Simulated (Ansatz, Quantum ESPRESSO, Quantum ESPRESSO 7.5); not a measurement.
# Rh: work function by face

Aim: the work function of the low-index faces of Rh, their order, and how far the functional matters.

Method: plane-wave DFT, PBE, GBRV ultrasoft pseudopotentials (geometry and cross-check by Ansatz 0.2.0 with PAW datasets; geometry under PBE), in Quantum ESPRESSO 7.5.

The experiments to compare with:

“Anisotropic work function of elemental crystals” (2019, arxiv:1902.07811) quotes from earlier work for Rh (clean single-crystal faces): work function of (111) (clean (111) face) 5.46 eV; work function of (100) (clean (100) face) 5.3 eV; work function of (110) (clean (110) face) 4.86 eV.

## Step 1: The starting structure

The cell holds 5 atoms: 5 Rh. Cell: a = 2.687 Å, b = 2.687 Å, c = 24.776 Å, α = 90.0°, β = 90.0°, γ = 60.0°. It derives from Rh. Vacuum lies along c.

## Step 2: Relaxation with Ansatz of (111)

A relaxation in Ansatz fixes the structure of this slab for the runs on it.

Input file input.yaml:

```yaml
crystal:
  lattice:
    - [2.6870057685, 0.0, 0.0]
    - [1.3435028843, 2.3270152556, 0.0]
    - [0.0, 0.0, 24.7757240917]
  atoms:
    - { symbol: Rh, position: [0.6666666667, 0.6666666667, 0.3228967182] }
    - { symbol: Rh, position: [0.0, 0.0, 0.4114483591] }
    - { symbol: Rh, position: [0.3333333333, 0.3333333333, 0.5] }
    - { symbol: Rh, position: [0.6666666667, 0.6666666667, 0.5885516409] }
    - { symbol: Rh, position: [0.0, 0.0, 0.6771032818] }
kpoints:
  mp_grid: { grid: [12, 12, 1] }
hamiltonian:
  xc: pbe
scf:
  occupations: { method: fermi_dirac, width: 0.1 }
  convergence: { dr2_threshold: 1.0e-08 }
efield:
  axis: 3
  dipole_correction: true
  ramp_position: 0.97
  ramp_width: 0.04
relax:
  f_tol: 0.01
  constraints: [{ sites: [2] }]
output:
  write_potential: true
  write_density: true
  volumetric_format: npy
```

Started as:

```sh
$ ansatz run input.yaml --threads 4 --pin off --max-ram 8192MiB --backend cpu --events-out ev --progress --plain --runs-dir out
```

Numbers of over 12 decimals in the logs are rounded to 6 here.

Log:

```text
Engine: ansatz 0.2.0, aarch64-unknown-linux-gnu
Pseudopotentials: kind: paw
Pseudopotential: Rh, paw, valence charge 17, recommended cutoff 420 eV (normal), Rh.paw.azcp
Functional definition: PBE
  parameter kappa = 0.804
  parameter beta = 0.066725
  exchange = pbe_x(kappa = kappa, mu = beta*pi^2/3)
  correlation = pbe_c(beta = beta)
Crystal: 5 atoms, lattice volume = 154.915 Å³
Basis set: ecut = 420 eV, 3089 PW (Γ), exchange–correlation on 36×36×360 points (8 copies of the dense FFT grid, shifted against one another)
Bands: 51, of which v1, the nominal top of the filled ones, is band 43 counted from 1 (42 counted from 0)
Symmetry: 6 space group operations
k-points: 19 of 144 (time reversal used)
Non-local potential: Rh, projectors of the file, l = 0: 3, l = 1: 2, l = 2: 2, l = 3: 1
PAW form: soft (Blöchl's): semilocal exchange-correlation on the pseudo side does not see the compensation charge
PAW one-centre angular grid: Rh, 590 points (default); XC on 64 Gauss nodes
Initial density: superposition of atomic densities (neutral atoms: chi_scale 0, normalization atom), corrected by the library's trained network
Initial wavefunctions: pseudopotential atomic-orbital guess
Functional: x = pbe(κ = 0.804, μ = 0.219515), c = pbe(β = 0.066725)
SCF iter   1: F=—  HF=-32012.963164 eV  |F-HF|=—  |Δ(HF+E_count)|=         —  Δρ=5.33e-3  dr2=8.94e-2  ethr=1.77e-3  p=-0.000 e·Å  D=-3.55e-5 V/Å  ΔV_dip=0.00 eV  dr2_dipole=1.00e-5  V_vac-E_F(+/−)=5.01/5.01 eV  ⟨swp⟩=8.1  Hψ=4405  notcnv=0  defer=3
efield: sawtooth ramp at fractional position 0.9700 (set: `efield.ramp_position`, or a place that a band, a saddle search or an elastic batch's reference lends), width 0.0400; the density the first Hamiltonian is built on has a dipole p = -0.000 e·Å; the dipole correction subtracts the counter field D = -3.55e-5 V/Å, which shifts the + side's vacuum level by +0.00 eV against the − side's; the planar-averaged density in the ramp window peaks in size at 2.9e-5 e/Å³
preconditioner: auto → LDOS  [metal: Δε(μ)=0.046 eV  Ē_g=5.603 eV  σ=0.100 eV  W_gap=0.11  n_scr=18 (ndim 8)  ℏωp=20.0 eV  f_vac=0.509  D(μ)=7.46/eV (n_scr^D=76)  β→1.0]
SCF iter   2: F=—  HF=-32012.961642 eV  |F-HF|=—  |Δ(HF+E_count)|=   1.52e-3  Δρ=2.55e-3  dr2=1.16e-2  ethr=1.05e-4  p=0.000 e·Å  D=3.81e-6 V/Å  ΔV_dip=-0.00 eV  dr2_dipole=3.84e-5  V_vac-E_F(+/−)=5.17/5.17 eV  ⟨swp⟩=2.2  Hψ=1424  notcnv=0  defer=9
SCF iter   3: F=—  HF=-32012.960529 eV  |F-HF|=—  |Δ(HF+E_count)|=   1.11e-3  Δρ=5.86e-4  dr2=1.21e-3  ethr=1.36e-5  p=0.000 e·Å  D=2.69e-5 V/Å  ΔV_dip=-0.00 eV  dr2_dipole=9.16e-6  V_vac-E_F(+/−)=5.16/5.16 eV  ⟨swp⟩=2.2  Hψ=1401  notcnv=0  defer=9
SCF iter   4: F=—  HF=-32012.960483 eV  |F-HF|=—  |Δ(HF+E_count)|=   4.60e-5  Δρ=2.08e-4  dr2=1.59e-4  ethr=1.42e-6  p=0.000 e·Å  D=5.38e-6 V/Å  ΔV_dip=-0.00 eV  dr2_dipole=1.42e-6  V_vac-E_F(+/−)=5.16/5.16 eV  ⟨swp⟩=2.1  Hψ=1292  notcnv=0  defer=9
SCF iter   5: F=—  HF=-32012.960499 eV  |F-HF|=—  |Δ(HF+E_count)|=   1.60e-5  Δρ=1.01e-4  dr2=3.44e-5  ethr=1.87e-7  p=-0.000 e·Å  D=-2.71e-7 V/Å  ΔV_dip=0.00 eV  dr2_dipole=1.56e-8  V_vac-E_F(+/−)=5.16/5.16 eV  ⟨swp⟩=2.4  Hψ=1535  notcnv=0  defer=9
SCF iter   6: F=—  HF=-32012.960492 eV  |F-HF|=—  |Δ(HF+E_count)|=   6.72e-6  Δρ=1.94e-5  dr2=1.39e-6  ethr=4.05e-8  p=-0.000 e·Å  D=-6.03e-7 V/Å  ΔV_dip=0.00 eV  dr2_dipole=1.03e-8  V_vac-E_F(+/−)=5.16/5.16 eV  ⟨swp⟩=2.4  Hψ=1449  notcnv=0  defer=9
SCF iter   7: F=—  HF=-32012.960497 eV  |F-HF|=—  |Δ(HF+E_count)|=   5.03e-6  Δρ=5.94e-6  dr2=5.95e-8  ethr=1.63e-9  p=-0.000 e·Å  D=-8.16e-7 V/Å  ΔV_dip=0.00 eV  dr2_dipole=6.32e-10  V_vac-E_F(+/−)=5.16/5.16 eV  ⟨swp⟩=2.6  Hψ=1668  notcnv=0  defer=9
SCF iter   8: F=-32012.960498 eV  HF=-32012.960498 eV  |F-HF|=1.98e-8  |Δ(HF+E_count)|=   1.46e-7  Δρ=2.03e-6  dr2=5.17e-9  ethr=1.18e-11  p=-0.000 e·Å  D=-6.97e-7 V/Å  ΔV_dip=0.00 eV  dr2_dipole=4.68e-13  V_vac-E_F(+/−)=5.16/5.16 eV  ⟨swp⟩=10.5  Hψ=7506  notcnv=0
SCF 1 converged in 8 iterations: F = -32012.960498 eV  dr2 = 5.17e-9
  greatest PAW one-centre occupation: 1.000 electrons in one spin orbital (limit 2), on the Rh atom at site 2 (counted from 0), in its partial waves of l = 0
relax step   1: F+E_penalty+E_count = -32012.96049757 eV  Δ(F+E_penalty+E_count) = +0.000e0 eV  max|allowed force component| = 2.238e-1 eV/Å  Δτ_max = 0.0000 Å  (8 SCF iters, accepted)
Initial density: handed on by an earlier stage of this run
Initial wavefunctions: those handed on with the density
iter 1 solved again at ethr=5.44e-5 eV; its pass at ethr=3.10e-3 eV (dr2=4.62e-2 eV) is discarded
SCF iter   1: F=—  HF=-32012.966093 eV  |F-HF|=—  |Δ(HF+E_count)|=         —  Δρ=4.68e-3  dr2=4.35e-2  ethr=5.44e-5  p=-0.000 e·Å  D=-3.15e-7 V/Å  ΔV_dip=0.00 eV  dr2_dipole=6.09e-10  V_vac-E_F(+/−)=5.16/5.16 eV  ⟨swp⟩=2.0  Hψ=3090  notcnv=0  defer=9
efield: sawtooth ramp at fractional position 0.9700 (set: `efield.ramp_position`, or a place that a band, a saddle search or an elastic batch's reference lends), width 0.0400; the density the first Hamiltonian is built on has a dipole p = -0.000 e·Å; the dipole correction subtracts the counter field D = -3.15e-7 V/Å, which shifts the + side's vacuum level by +0.00 eV against the − side's; the planar-averaged density in the ramp window peaks in size at 2.8e-6 e/Å³
preconditioner: auto → LDOS  [metal: Δε(μ)=0.040 eV  Ē_g=5.569 eV  σ=0.100 eV  W_gap=0.10  n_scr=18 (ndim 8)  ℏωp=20.0 eV  f_vac=0.508  D(μ)=7.57/eV (n_scr^D=76)  β→1.0]
SCF iter   2: F=—  HF=-32012.965335 eV  |F-HF|=—  |Δ(HF+E_count)|=   7.58e-4  Δρ=2.32e-3  dr2=7.86e-3  ethr=5.12e-5  p=0.000 e·Å  D=4.61e-5 V/Å  ΔV_dip=-0.00 eV  dr2_dipole=4.03e-5  V_vac-E_F(+/−)=5.14/5.14 eV  ⟨swp⟩=2.0  Hψ=1361  notcnv=0  defer=9
SCF iter   3: F=—  HF=-32012.963794 eV  |F-HF|=—  |Δ(HF+E_count)|=   1.54e-3  Δρ=8.62e-4  dr2=1.17e-3  ethr=9.25e-6  p=0.000 e·Å  D=1.55e-5 V/Å  ΔV_dip=-0.00 eV  dr2_dipole=3.25e-6  V_vac-E_F(+/−)=5.17/5.17 eV  ⟨swp⟩=3.1  Hψ=2112  notcnv=0  defer=9
SCF iter   4: F=—  HF=-32012.963563 eV  |F-HF|=—  |Δ(HF+E_count)|=   2.31e-4  Δρ=1.60e-4  dr2=4.10e-5  ethr=1.38e-6  p=0.000 e·Å  D=8.57e-6 V/Å  ΔV_dip=-0.00 eV  dr2_dipole=6.94e-7  V_vac-E_F(+/−)=5.16/5.16 eV  ⟨swp⟩=2.1  Hψ=1435  notcnv=0  defer=9
SCF iter   5: F=—  HF=-32012.963550 eV  |F-HF|=—  |Δ(HF+E_count)|=   1.26e-5  Δρ=4.71e-5  dr2=5.84e-6  ethr=4.82e-8  p=0.000 e·Å  D=4.42e-6 V/Å  ΔV_dip=-0.00 eV  dr2_dipole=1.72e-7  V_vac-E_F(+/−)=5.16/5.16 eV  ⟨swp⟩=2.3  Hψ=1655  notcnv=0  defer=9
SCF iter   6: F=—  HF=-32012.963561 eV  |F-HF|=—  |Δ(HF+E_count)|=   1.11e-5  Δρ=1.63e-5  dr2=1.09e-6  ethr=6.88e-9  p=0.000 e·Å  D=5.71e-7 V/Å  ΔV_dip=-0.00 eV  dr2_dipole=1.67e-9  V_vac-E_F(+/−)=5.16/5.16 eV  ⟨swp⟩=2.3  Hψ=1535  notcnv=0  defer=9
SCF iter   7: F=—  HF=-32012.963562 eV  |F-HF|=—  |Δ(HF+E_count)|=   4.04e-7  Δρ=6.41e-6  dr2=5.54e-8  ethr=1.28e-9  p=-0.000 e·Å  D=-5.30e-7 V/Å  ΔV_dip=0.00 eV  dr2_dipole=1.34e-9  V_vac-E_F(+/−)=5.16/5.16 eV  ⟨swp⟩=2.1  Hψ=1346  notcnv=0  defer=9
SCF iter   8: F=-32012.963562 eV  HF=-32012.963562 eV  |F-HF|=6.41e-9  |Δ(HF+E_count)|=   7.81e-8  Δρ=2.45e-6  dr2=8.06e-9  ethr=1.18e-11  p=-0.000 e·Å  D=-8.43e-7 V/Å  ΔV_dip=0.00 eV  dr2_dipole=5.22e-10  V_vac-E_F(+/−)=5.16/5.16 eV  ⟨swp⟩=10.7  Hψ=7507  notcnv=0
SCF 2 converged in 8 iterations: F = -32012.963562 eV  dr2 = 8.06e-9
relax step   2: F+E_penalty+E_count = -32012.96356159 eV  Δ(F+E_penalty+E_count) = -3.064e-3 eV  max|allowed force component| = 9.256e-2 eV/Å  Δτ_max = 0.0350 Å  (8 SCF iters, accepted)
SCF iter   1: F=—  HF=-32012.965401 eV  |F-HF|=—  |Δ(HF+E_count)|=         —  Δρ=2.02e-3  dr2=1.05e-2  ethr=8.54e-5  p=-0.000 e·Å  D=-1.67e-6 V/Å  ΔV_dip=0.00 eV  dr2_dipole=7.91e-9  V_vac-E_F(+/−)=5.16/5.16 eV  ⟨swp⟩=3.3  Hψ=1893  notcnv=0  defer=9
efield: sawtooth ramp at fractional position 0.9700 (set: `efield.ramp_position`, or a place that a band, a saddle search or an elastic batch's reference lends), width 0.0400; the density the first Hamiltonian is built on has a dipole p = -0.000 e·Å; the dipole correction subtracts the counter field D = -1.67e-6 V/Å, which shifts the + side's vacuum level by +0.00 eV against the − side's; the planar-averaged density in the ramp window peaks in size at 5.6e-6 e/Å³
preconditioner: auto → LDOS  [metal: Δε(μ)=0.041 eV  Ē_g=5.584 eV  σ=0.100 eV  W_gap=0.10  n_scr=18 (ndim 8)  ℏωp=20.0 eV  f_vac=0.509  D(μ)=7.56/eV (n_scr^D=76)  β→1.0]
SCF iter   2: F=—  HF=-32012.965118 eV  |F-HF|=—  |Δ(HF+E_count)|=   2.83e-4  Δρ=1.01e-3  dr2=1.33e-3  ethr=1.24e-5  p=-0.000 e·Å  D=-1.28e-5 V/Å  ΔV_dip=0.00 eV  dr2_dipole=3.21e-6  V_vac-E_F(+/−)=5.17/5.17 eV  ⟨swp⟩=2.3  Hψ=1565  notcnv=0  defer=9
SCF iter   3: F=—  HF=-32012.964851 eV  |F-HF|=—  |Δ(HF+E_count)|=   2.67e-4  Δρ=3.87e-4  dr2=2.35e-4  ethr=1.56e-6  p=-0.000 e·Å  D=-5.78e-6 V/Å  ΔV_dip=0.00 eV  dr2_dipole=2.61e-7  V_vac-E_F(+/−)=5.15/5.15 eV  ⟨swp⟩=2.6  Hψ=1943  notcnv=0  defer=9
SCF iter   4: F=—  HF=-32012.964804 eV  |F-HF|=—  |Δ(HF+E_count)|=   4.78e-5  Δρ=6.03e-5  dr2=7.79e-6  ethr=2.77e-7  p=-0.000 e·Å  D=-3.73e-6 V/Å  ΔV_dip=0.00 eV  dr2_dipole=6.78e-8  V_vac-E_F(+/−)=5.16/5.16 eV  ⟨swp⟩=2.6  Hψ=1665  notcnv=0  defer=9
SCF iter   5: F=—  HF=-32012.964818 eV  |F-HF|=—  |Δ(HF+E_count)|=   1.42e-5  Δρ=1.97e-5  dr2=1.12e-6  ethr=9.17e-9  p=-0.000 e·Å  D=-2.59e-6 V/Å  ΔV_dip=0.00 eV  dr2_dipole=1.44e-8  V_vac-E_F(+/−)=5.16/5.16 eV  ⟨swp⟩=2.1  Hψ=1496  notcnv=0  defer=9
SCF iter   6: F=—  HF=-32012.964819 eV  |F-HF|=—  |Δ(HF+E_count)|=   6.94e-7  Δρ=7.58e-6  dr2=2.10e-7  ethr=1.32e-9  p=-0.000 e·Å  D=-1.63e-6 V/Å  ΔV_dip=0.00 eV  dr2_dipole=4.45e-10  V_vac-E_F(+/−)=5.16/5.16 eV  ⟨swp⟩=2.3  Hψ=1500  notcnv=0  defer=9
SCF iter   7: F=-32012.964819 eV  HF=-32012.964819 eV  |F-HF|=2.89e-8  |Δ(HF+E_count)|=   1.60e-7  Δρ=2.62e-6  dr2=8.94e-9  ethr=1.18e-11  p=-0.000 e·Å  D=-1.28e-6 V/Å  ΔV_dip=0.00 eV  dr2_dipole=1.01e-10  V_vac-E_F(+/−)=5.16/5.16 eV  ⟨swp⟩=9.3  Hψ=7933  notcnv=0
SCF 3 converged in 7 iterations: F = -32012.964819 eV  dr2 = 8.94e-9
relax step   3: F+E_penalty+E_count = -32012.96481874 eV  Δ(F+E_penalty+E_count) = -1.257e-3 eV  max|allowed force component| = 2.883e-3 eV/Å  Δτ_max = 0.0129 Å  (7 SCF iters, accepted)
NSCF: frozen V_eff on 19 k-points
the band table was solved once a step of the walk had ended and its energy, with any forces and stress, was formed, with the checks that follow a solve (4662 applications of the Hamiltonian). They found nothing against the state; the energy, forces and stress were not computed again (output.eigenvalues in the input reference)
WARN: The input density's exchange-correlation potential varies sharply where the density is thin. Do not read a vacuum level from v_tot or v_xc, or from such a field of the output density. On a cell that repeats whose density bears no net charge and no dipole along the vacuum's axis use v_es (v_loc + v_h of the components); under efield.dipole_correction with no amplitude use v_es + v_field, which holds any external [...]
SCF converged after 7 iterations
Free energy (F): -32012.964819 eV
Harris-Foulkes:  -32012.964819 eV  (|F-HF|=2.89e-8)
Internal energy: -32012.709438 eV  (E = F + TS)
E sigma→0 (E₀):  -32012.837128 eV
Entropy (-TS):   -0.255381 eV (-51.076 meV/atom)
Fermi energy:    7.071074 eV
Dipole field:    D = -0.000017 V/Å  (p = -0.000014 e·Å, saw-weighted, corrected)
Work function:   Φ+ = 5.1600 eV   Φ− = 5.1596 eV
Levels:          The Fermi level and band energies are counted from a zero that moves with the ramp; work functions are not
--- Per-component energies (eV) ---
  E_band       = -1709.278659
  E_kinetic    = 2863.204992
  E_local      = -143944.675455  (includes V_loc(G=0)·N_el)
  E_nonlocal   = 1775.873638
  E_hartree    = 70171.166345
  E_xc         = -1106.782739
  E_vxc        = -1389.047271  (∫ρ·V_xc dr)
  E_paw        = -17935.492732  (= ΣΔE_a)
  E_vpaw       = -1356.955349  (= ΣTr[D̂ρ^β])
  E_aug_tail   = 0.004270  (compensation charges beyond the density's cutoff)
  E_efield     = 0.000000  (sawtooth field / dipole correction)
  E_vefield    = 0.000351  (∫n·V_field dr)
  E_ewald      = 56163.992244
  E_smearing   = -0.255381  (= −TS)
  E_closure    = -0.000000  (closes the sum)
  Σ components = -32012.964819   (vs F -32012.964819, Δ=0.00e0)
--- Forces (eV/Å), atoms counted from 1 ---
  atom   1  Rh     0.00000000    -0.00000000     0.00124171
  atom   2  Rh     0.00000000     0.00000000    -0.00288255
  atom   3  Rh     0.00000000     0.00000000    -0.00000200
  atom   4  Rh    -0.00000000    -0.00000000     0.00288124
  atom   5  Rh     0.00000000     0.00000000    -0.00123717
  max |Σ_I F_I| component: 1.23e-6 eV/Å
--- Band table (eV; the first three rows and the last of 19) ---
  k-point 0: bands = [... 39 lower, 6.0798, 6.0798, 6.1880, 6.1880, 6.6287, 6.6287, 7.2376, 7.2376, ... 4 higher]
  k-point 1: bands = [... 39 lower, 5.8781, 5.8990, 6.2306, 6.2314, 6.4054, 6.6133, 6.6379, 7.2439, ... 4 higher]
  k-point 2: bands = [... 39 lower, 5.3930, 5.6704, 5.7868, 6.0153, 6.2243, 6.6488, 6.8030, 7.2518, ... 4 higher]
  k-point 18: bands = [... 39 lower, 6.1172, 7.0175, 7.0175, 7.3002, 7.3856, 7.3856, 13.9721, 13.9721, ... 4 higher]
--- Relaxed structure (3 steps of the walk, 3 accepted, 0 SCFs on fresh bases) ---
  F+E_penalty+E_count = -32012.96481874 eV   max|allowed force component| = 2.883e-3 eV/Å
  atoms:
    - { symbol: Rh, position: [0.666667, 0.666667, 0.322362] }
    - { symbol: Rh, position: [0, 0, 0.410559] }
    - { symbol: Rh, position: [0.333333, 0.333333, 0.5] }
    - { symbol: Rh, position: [0.666667, 0.666667, 0.589441] }
    - { symbol: Rh, position: [0, 0, 0.677638] }
```

Run time: 13 s. Hardware: 4 threads of Arm Neoverse V1, shared host; peak memory 0.51 GiB; 48 s of CPU time.

Step by step:

```csv
step,energy less that of the first step (eV),largest force component (eV/Å)
1,0.0000,0.2238
2,-0.0031,0.0926
3,-0.0043,0.0029
```

Forces are held to the 6 operations that the run works with; a distortion that breaks them can't arise in this run.

The atoms that moved most (Å):

```
atom     dx     dy      dz  length
 Rh2  0.000  0.000  -0.022   0.022
 Rh4  0.000  0.000   0.022   0.022
 Rh1  0.000  0.000  -0.013   0.013
 Rh5  0.000  0.000   0.013   0.013
```

 Held were the atoms numbered 3; the forces quoted are those on the free ones.

Numbers from this step:

| Property | Result |
| --- | --- |
| free energy | -32012.9648 eV |
| energy at zero smearing | -32012.8371 eV |
| smearing term TS | 0.2554 eV |
| Fermi energy | 7.071 eV |
| symmetry operations | 6 |
| work function of the upper face | 5.160 eV |
| work function of the lower face | 5.160 eV |
| dipole along the normal | -1.43e-5 e·Å |

(Part 1 of 6 ends here.)

[Logs are printed without paths, hosts, clocks, repeated set-up lines and the standing remarks that a program may print on its own settings, such as how far it seeks lower states.]

[Hosts, paths, dates, database ids (printed as entryN), source tags and the programs' standing remarks are cut or masked in the printed files.]

[Maps of the electrostatic potential energy from Ansatz leave out the sawtooth potential of an applied field or a dipole correction, so their vacuum need not be flat; planar profiles and work functions include it.]
